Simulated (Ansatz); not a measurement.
**Band gap of Be3N2 (R3m) from density functionals to GW**

What gap does each level of theory give for Be3N2 (R3m), and in what time?

Calculated with Ansatz 0.2.0; density functionals, hybrids and G0W0, plane waves, PAW.

This is a report of a sequence of runs, with most program output left out.

In doubt: masses and optical values from hybrid runs of this build are listed as unsure (steps 7, 8), which bears on the screening that GW takes from such a start.

### 1. Set-up

The structure is trigonal, space group R3m (No. 160). Conventional cell: a = 2.840 Å, b = 2.840 Å, c = 14.599 Å, α = 90.00°, β = 90.00°, γ = 120.00°. Nearest to Be lie 3 N at 1.65 Å. Be has 4 N at 1.66 to 1.84 Å nearest. Be has 4 N at 1.68 to 1.78 Å nearest. N has 5 Be at 1.65 to 1.68 Å nearest. Nearest to N lie 6 Be at 1.78 to 1.84 Å. Farther neighbours and most contacts between anions are not listed.

The cell and positions are those that the Materials Project relaxed with its own functionals (PBE, PBE+U or r2SCAN), kept fixed.

The logs state that the PAW files were generated under PBE.

### 2. LDA on the 10×10×10 mesh

Levels along a band path and on the mesh show where this functional puts the band edges.

This step: DFT, LDA, plane waves, PAW; PAW set soft_1.

input.yaml

```yaml
crystal:
  lattice:
    - [1.4198050555, 0.819724831, 4.8662156628]
    - [-1.4198050555, 0.819724831, 4.8662156628]
    - [0.0, -1.639449662, 4.8662156628]
  atoms:
    - { symbol: Be, position: [0.85900108, 0.85900108, 0.85900108] }
    - { symbol: Be, position: [0.31769456, 0.31769456, 0.31769456] }
    - { symbol: Be, position: [0.08880677, 0.08880677, 0.08880677] }
    - { symbol: "N", position: [0.20416268, 0.20416268, 0.20416268] }
    - { symbol: "N", position: [0.70843491, 0.70843491, 0.70843491] }
kpoints:
  mp_grid: { grid: [10, 10, 10] }
  band_path:
    path:
      - [[0.0, 0.0, 0.0], [-0.5, -0.5, -0.5], [-0.5, -0.1855841, -0.8144159]]
      - [[-0.1855841, 0.1855841, -0.5], [0.0, 0.0, -0.5], [0.0, 0.0, 0.0], [0.0, 0.34279205, -0.34279205]]
      - [[-0.34279205, 0.0, -0.65720795], [-0.5, 0.0, -0.5], [0.0, 0.0, 0.0]]
    npoints: 10
hamiltonian:
  xc: lda
  pseudopotentials: { kind: paw, azcp: { folder: soft_1 }, xc_functional: pbe }
scf:
  occupations: { method: fermi_dirac, width: 0.02 }
  n_extra_bands: 5
output:
  eigenvalues: true
  forces: true
  stress: true
  write_density: true
  write_potential: true
  elf: true
  volumetric_format: npy
```

On the command line:

```sh
ansatz run input.yaml --threads 2 --pin off --max-ram 73728MiB --backend cuda --events-out ev --progress --plain --runs-dir out --devices 1 --max-vram 13GiB
```

Run time: 8.5 s. Hardware: 1 × NVIDIA H100 80GB HBM3 (shared by 6 runs) with 2 threads of AMD EPYC 7R13 (Zen 3), shared host; peak memory 0.96 GiB; 3.3 s of CPU time.

Numbers from this step:

```yaml
pressure: -7.520 GPa
filled_bands: 8
gap: 2.703 eV
valence_top_at: Γ
conduction_bottom_at: F
least_direct_gap: 3.766 eV
```

Over mesh and path the gap is 2.703 eV, from k = Γ to k = (-0.500, 0.000, -0.500). The least direct gap found is 3.766 eV, at k = (-0.500, 0.000, -0.500). The pressure in this cell is -8 GPa; the cell is kept.

### 3. r2SCAN on the 10×10×10 mesh

r2SCAN is a meta-GGA: it depends on the kinetic-energy density as well as on the density and its gradient.

This step: DFT, r2SCAN, plane waves, PAW; PAW set soft_1.

input.yaml

```yaml
crystal:
  lattice:
    - [1.4198050555, 0.819724831, 4.8662156628]
    - [-1.4198050555, 0.819724831, 4.8662156628]
    - [0.0, -1.639449662, 4.8662156628]
  atoms:
    - { symbol: Be, position: [0.85900108, 0.85900108, 0.85900108] }
    - { symbol: Be, position: [0.31769456, 0.31769456, 0.31769456] }
    - { symbol: Be, position: [0.08880677, 0.08880677, 0.08880677] }
    - { symbol: "N", position: [0.20416268, 0.20416268, 0.20416268] }
    - { symbol: "N", position: [0.70843491, 0.70843491, 0.70843491] }
kpoints:
  mp_grid: { grid: [10, 10, 10] }
  band_path:
    path:
      - [0.0, 0.0, 0.0]
      - [-0.5, -0.5, -0.5]
      - [-0.5, -0.1855841, -0.8144159]
      - [-0.1855841, 0.1855841, -0.5]
      - [0.0, 0.0, -0.5]
      - [0.0, 0.34279205, -0.34279205]
      - [-0.34279205, 0.0, -0.65720795]
      - [-0.5, 0.0, -0.5]
    npoints: 1
hamiltonian:
  xc: r2scan
  pseudopotentials: { kind: paw, azcp: { folder: soft_1 } }
scf:
  occupations: { method: fixed }
  n_extra_bands: 5
output:
  eigenvalues: true
  forces: true
  stress: true
```

Wall time 5.6 s (1 × NVIDIA H100 80GB HBM3 (shared by 6 runs) with 2 threads); peak memory 0.96 GiB.

Numbers from this step:

```yaml
pressure: -1.117 GPa
gap: 3.413 eV
valence_top_at: Γ
conduction_bottom_at: F
least_direct_gap: 4.487 eV
```

Over mesh and listed points the gap is 3.413 eV, from k = Γ to k = (-0.500, 0.000, -0.500). The least direct gap found is 4.487 eV, at k = (-0.500, 0.000, -0.500). r2SCAN against LDA: 3.413 − 2.703 = +0.710 eV. The runs also differ in plane-wave cutoff (420 eV and 500 eV), so how much of this comes from the functional alone is not known.

### 4. HSE06 on the 6×6×6 mesh

HSE06 mixes in a quarter of exact exchange at short range.

This step: DFT, HSE06, plane waves, PAW; PAW set soft_1.

Changes to input.yaml since step 3:

```diff
@@ -12,3 +12,3 @@
 kpoints:
-  mp_grid: { grid: [10, 10, 10] }
+  mp_grid: { grid: [6, 6, 6] }
   band_path:
@@ -25,3 +25,3 @@
 hamiltonian:
-  xc: r2scan
+  xc: hse06
   pseudopotentials: { kind: paw, azcp: { folder: soft_1 } }
@@ -32,3 +32 @@
   eigenvalues: true
-  forces: true
-  stress: true
```

It took 18 s on 1 × NVIDIA H100 80GB HBM3 (shared by 6 runs) with 2 threads; peak memory 1.5 GiB.

This step gave:

```
gap                     : 4.019 eV
valence top at          : Γ
conduction bottom at    : F
least direct gap        : 5.110 eV
exact-exchange fraction : 0.25
```

Over mesh and listed points the gap is 4.019 eV, from k = Γ to k = (-0.500, 0.000, -0.500). The least direct gap found is 5.110 eV, at k = (-0.500, 0.000, -0.500). HSE06 against LDA: 4.019 − 2.703 = +1.316 eV. The runs also differ in mesh (10×10×10 and 6×6×6), so how much of this comes from the functional alone is not known.

### 5. PBE0 on the 6×6×6 mesh

PBE0 mixes in a quarter of exact exchange at all distances.

This step: DFT, PBE0, plane waves, PAW; PAW set soft_1.

Changes to input.yaml since step 4:

```diff
@@ -25,3 +25,3 @@
 hamiltonian:
-  xc: hse06
+  xc: pbe0
   pseudopotentials: { kind: paw, azcp: { folder: soft_1 } }
```

It took 12 s on 1 × NVIDIA H100 80GB HBM3 (shared by 6 runs) with 2 threads; peak memory 1.5 GiB; 16 s of CPU time.

Numbers from this step:

```yaml
gap: 4.756 eV
valence_top_at: Γ
conduction_bottom_at: F
least_direct_gap: 5.848 eV
exact_exchange_fraction: 0.25
```

Over mesh and listed points the gap is 4.756 eV, from k = Γ to k = (-0.500, 0.000, -0.500). The least direct gap found is 5.848 eV, at k = (-0.500, 0.000, -0.500). PBE0 against HSE06: 4.756 − 4.019 = +0.737 eV, with the same mesh, files and cutoff, and both edges at the same k points.

### 6. G0W0@LDA, 8×8×8 mesh, 269 empty bands, screening to 230 eV, PAW set soft_1 files

G0W0 replaces the xc potential by a self-energy built once from the orbitals of the start. Levels are corrected in the window of bands that the input names, at points of the mesh.

This step: G0W0 on LDA, plane waves, PAW; PAW set soft_1.

input.yaml

```yaml
crystal:
  lattice:
    - [1.4198050555, 0.819724831, 4.8662156628]
    - [-1.4198050555, 0.819724831, 4.8662156628]
    - [0.0, -1.639449662, 4.8662156628]
  atoms:
    - { symbol: Be, position: [0.85900108, 0.85900108, 0.85900108] }
    - { symbol: Be, position: [0.31769456, 0.31769456, 0.31769456] }
    - { symbol: Be, position: [0.08880677, 0.08880677, 0.08880677] }
    - { symbol: "N", position: [0.20416268, 0.20416268, 0.20416268] }
    - { symbol: "N", position: [0.70843491, 0.70843491, 0.70843491] }
kpoints:
  mp_grid: { grid: [8, 8, 8] }
hamiltonian:
  xc: lda
  pseudopotentials: { kind: paw, azcp: { folder: soft_1 }, xc_functional: pbe }
scf:
  occupations: { method: fixed }
gw:
  n_empty_bands: 269
  ecut_chi: 230.0
  qp_bands: [v2, c2]
  qp_kpoints: band_edges
  screening: { model: contour_deformation }
```

Run time: 2.1 min. Hardware: 1 × NVIDIA H100 80GB HBM3 (shared by 6 runs) with 2 threads; peak memory 2.1 GiB.

This step gave:

- bands summed: 277
- RPA ε∞ on this mesh (eigenvalues): 4.379, 4.379, 4.869
- plane waves in the screening matrix: 271
- G0W0 gap over the corrected points: 4.355 eV
- k of the valence top: 0, 0, 0
- k of the conduction bottom: 0, -0.5, -0.5
- starting gap on the mesh: 2.703 eV
- Z at the valence top: 0.7946
- Z at the conduction bottom: 0.8370
- least direct G0W0 gap over the corrected points: 5.409 eV

Over 24 of 65 irreducible mesh points the G0W0 gap is 4.355 eV, from k = Γ to k = (0.000, -0.500, -0.500). The LDA gap of this run on the mesh is 2.703 eV. The two states that bound the G0W0 gap lie that far apart at the start, so the correction of the gap is 4.355 − 2.703 = +1.652 eV.

### 7. G0W0@HSE06, 8×8×8 mesh, 125 empty bands, screening to 138 eV, PAW set soft_1 files

This step: G0W0 on HSE06, plane waves, PAW; PAW set soft_1.

Changes to input.yaml since step 6:

```diff
@@ -14,4 +14,4 @@
 hamiltonian:
-  xc: lda
-  pseudopotentials: { kind: paw, azcp: { folder: soft_1 }, xc_functional: pbe }
+  xc: hse06
+  pseudopotentials: { kind: paw, azcp: { folder: soft_1 } }
 scf:
@@ -19,4 +19,4 @@
 gw:
-  n_empty_bands: 269
-  ecut_chi: 230.0
+  n_empty_bands: 125
+  ecut_chi: 138
   qp_bands: [v2, c2]
```

Elapsed: 2 min, on 1 × NVIDIA H100 80GB HBM3 (shared by 6 runs) with 2 threads; peak memory 2.2 GiB.

This step gave:

| Property | Result |
| --- | --- |
| bands summed | 133 |
| RPA ε∞ on this mesh (eigenvalues) | 3.751, 3.751, 4.063 |
| plane waves in the screening matrix | 129 |
| G0W0 gap over the corrected points | 4.691 eV |
| k of the valence top | 0, 0, 0 |
| k of the conduction bottom | 0, -0.5, -0.5 |
| starting gap on the mesh | 4.018 eV |
| Z at the valence top | 0.8220 |
| Z at the conduction bottom | 0.8577 |
| least direct G0W0 gap over the corrected points | 5.803 eV |

Over 24 of 65 irreducible mesh points the G0W0 gap is 4.691 eV, from k = Γ to k = (0.000, -0.500, -0.500). The HSE06 gap of this run on the mesh is 4.018 eV. The two states that bound the G0W0 gap lie that far apart at the start, so the correction of the gap is 4.691 − 4.018 = +0.673 eV. G0W0@HSE06 against G0W0@LDA with 133 bands (a further run, in the table below): 4.691 − 4.183 = +0.508 eV, with the same mesh, files and cutoffs, and both edges at the same k points.

### 8. G0W0@PBE0, 8×8×8 mesh, 125 empty bands, screening to 138 eV, PAW set soft_1 files

This step: G0W0 on PBE0, plane waves, PAW; PAW set soft_1.

Changes to input.yaml since step 7:

```diff
@@ -14,3 +14,3 @@
 hamiltonian:
-  xc: hse06
+  xc: pbe0
   pseudopotentials: { kind: paw, azcp: { folder: soft_1 } }
```

Elapsed: 2.1 min, on 1 × NVIDIA H100 80GB HBM3 (shared by 6 runs) with 2 threads; peak memory 2.2 GiB; 2.7 min of CPU time.

Numbers from this step:

```
bands summed                                    : 133
RPA ε∞ on this mesh (eigenvalues)               : 3.585, 3.585, 3.860
plane waves in the screening matrix             : 129
G0W0 gap over the corrected points              : 4.867 eV
k of the valence top                            : 0, 0, 0
k of the conduction bottom                      : 0, -0.5, -0.5
starting gap on the mesh                        : 4.754 eV
Z at the valence top                            : 0.8296
Z at the conduction bottom                      : 0.8641
least direct G0W0 gap over the corrected points : 5.985 eV
```

Over 24 of 65 irreducible mesh points the G0W0 gap is 4.867 eV, from k = Γ to k = (0.000, -0.500, -0.500). The PBE0 gap of this run on the mesh is 4.754 eV. The two states that bound the G0W0 gap lie that far apart at the start, so the correction of the gap is 4.867 − 4.754 = +0.113 eV. G0W0@PBE0 against G0W0@HSE06 with 133 bands: 4.867 − 4.691 = +0.176 eV, with the same mesh, files and cutoffs, and both edges at the same k points.

### 9. The ladder

Each gap is the least one over the points named; times are wall times on shared hosts, not benchmarks. A G0W0 time includes the run's own self-consistent start. Runs with listed points see these and the mesh alone, so an edge that moves elsewhere is missed. Rows marked * are further runs, not shown as steps, whose inputs differ from the G0W0 step on the same start in the columns given; solver thresholds can differ too. Symmetry makes (-0.500, 0.000, -0.500) and (0.000, -0.500, -0.500) one point.

```
     level      mesh       files, cutoff  bands summed, screening                            points  gap (eV)  valence top        conduction bottom  least direct gap (eV)     time
       LDA  10×10×10  soft_1 PAW, 420 eV                        -                     mesh and path     2.703            Γ  (-0.500, 0.000, -0.500)                  3.766    8.5 s
    r2SCAN  10×10×10  soft_1 PAW, 500 eV                        -            mesh and listed points     3.413            Γ  (-0.500, 0.000, -0.500)                  4.487    5.6 s
     HSE06     6×6×6  soft_1 PAW, 420 eV                        -            mesh and listed points     4.019            Γ  (-0.500, 0.000, -0.500)                  5.110     18 s
      PBE0     6×6×6  soft_1 PAW, 420 eV                        -            mesh and listed points     4.756            Γ  (-0.500, 0.000, -0.500)                  5.848     12 s
 G0W0@LDA*     8×8×8  soft_1 PAW, 420 eV                52, 69 eV  24 of 65 irreducible mesh points     3.863            Γ  (0.000, -0.500, -0.500)                  5.013     47 s
 G0W0@LDA*     8×8×8  soft_1 PAW, 420 eV              133, 138 eV  24 of 65 irreducible mesh points     4.183            Γ  (0.000, -0.500, -0.500)                  5.271     52 s
  G0W0@LDA     8×8×8  soft_1 PAW, 420 eV              277, 230 eV  24 of 65 irreducible mesh points     4.355            Γ  (0.000, -0.500, -0.500)                  5.409  2.1 min
 G0W0@LDA*     6×6×6  soft_1 PAW, 420 eV              133, 138 eV  16 of 32 irreducible mesh points     4.184            Γ  (0.000, -0.500, -0.500)                  5.270     19 s
G0W0@HSE06     8×8×8  soft_1 PAW, 420 eV              133, 138 eV  24 of 65 irreducible mesh points     4.691            Γ  (0.000, -0.500, -0.500)                  5.803    2 min
 G0W0@PBE0     8×8×8  soft_1 PAW, 420 eV              133, 138 eV  24 of 65 irreducible mesh points     4.867            Γ  (0.000, -0.500, -0.500)                  5.985  2.1 min
```

### 10. Summary of results

| Property | Result |
| --- | --- |
| LDA, over mesh and path | 2.703 eV |
| r2SCAN, over mesh and listed points | 3.413 eV |
| HSE06, over mesh and listed points | 4.019 eV |
| PBE0, over mesh and listed points | 4.756 eV |
| G0W0@LDA (277 bands, 8×8×8), over 24 of 65 irreducible mesh points | 4.355 eV |
| G0W0@HSE06, over 24 of 65 irreducible mesh points | 4.691 eV |
| G0W0@PBE0, over 24 of 65 irreducible mesh points | 4.867 eV |
| known limits | finite bands, screening cutoff and k mesh; no spin-orbit coupling in G0W0 |

What this shows: The rows run from 2.703 eV (LDA) to 4.867 eV (G0W0@PBE0). They differ in mesh, plane-wave cutoff, bands and screening cutoff of G0W0 and the points over which the gap was sought as well as in level, so only pairs that share these are like for like. PBE0 against HSE06: 4.756 − 4.019 = +0.737 eV, with the same mesh, files and cutoff, and both edges at the same k points. G0W0@HSE06 against G0W0@LDA with 133 bands: 4.691 − 4.183 = +0.508 eV, with the same mesh, files and cutoffs, and both edges at the same k points. G0W0@PBE0 against G0W0@HSE06 with 133 bands: 4.867 − 4.691 = +0.176 eV, with the same mesh, files and cutoffs, and both edges at the same k points. G0W0@LDA (277 bands, 8×8×8) moves the gap of its own start on the mesh by 4.355 − 2.703 = +1.652 eV, between the same two levels. Both edges that LDA shows over mesh and path lie at k points where levels were corrected. Levels at other points were not corrected, so a lower G0W0 gap elsewhere in the zone is not ruled out. G0W0@HSE06 moves the gap of its own start on the mesh by 4.691 − 4.018 = +0.673 eV, between the same two levels. Both edges that HSE06 shows over mesh and listed points lie at k points where levels were corrected. Levels at other points were not corrected, so a lower G0W0 gap elsewhere in the zone is not ruled out. G0W0@PBE0 moves the gap of its own start on the mesh by 4.867 − 4.754 = +0.113 eV, between the same two levels. Both edges that PBE0 shows over mesh and listed points lie at k points where levels were corrected. Levels at other points were not corrected, so a lower G0W0 gap elsewhere in the zone is not ruled out. For G0W0@LDA: from 52 bands and 69 eV to 277 bands and 230 eV the gap moves by 4.355 − 3.863 = +0.492 eV (rung by rung 3.863, 4.183, 4.355 eV); bands and screening cutoff rise together, so their parts are not told apart. A line in one over the bands through the two highest rungs gives 4.355 + (4.355 − 4.183) × 133 / (277 − 133) = 4.514 eV, and through the pair below 4.183 + (4.183 − 3.863) × 52 / (133 − 52) = 4.388 eV. The two differ by 0.126 eV, not under the 0.030 eV asked, so the law does not hold well over these rungs and the limit is not known. The other G0W0 rows are shown at one basis each (133 bands), so their distance from the limit is not known here. With the 6×6×6 mesh in place of the 8×8×8 mesh and all else as in the G0W0@LDA row with 133 bands, the gap differs by 4.184 − 4.183 = +0.001 eV, and that of the start by 2.702 − 2.703 = −0.001 eV. The G0W0 runs are scalar-relativistic. G0W0@LDA runs of this series with other atomic data on the same mesh, not shown as steps, give 4.161 eV (hard PAW, 960 eV, 136 bands, screening to 138 eV; the table's row with the same empty bands and screening cutoff has 4.183 eV); where bands and cutoffs differ too, the part of the files is not isolated.

[Paths, hosts, dates, memory and timing lines, banners, echoed tables and standing remarks are left out of the program output.]

[Logs are printed without paths, hosts, clocks, repeated set-up lines and the standing remarks that a program may print on its own settings, such as how far it seeks lower states.]

[Runs of the session that timed out or met a known fault of the program may be left out.]

[Cells called generated may have been cut or substituted from an entry of the Crystallography Open Database or the Materials Project.]

[Hosts, paths, dates, database ids (printed as entryN), source tags and the programs' standing remarks are cut or masked in the printed files.]

[Where an RPA ε∞ is given, it is that of the G0W0 mesh and is not shown converged in it. Names of k-points follow the symmetry that the program found, which can be lower than the space group named. Band edges on a path are those of the sampled points; other points can move an edge, and change direct to indirect where valleys lie close.]

[Hybrid gaps are those of their k-mesh and are not shown converged in it.]
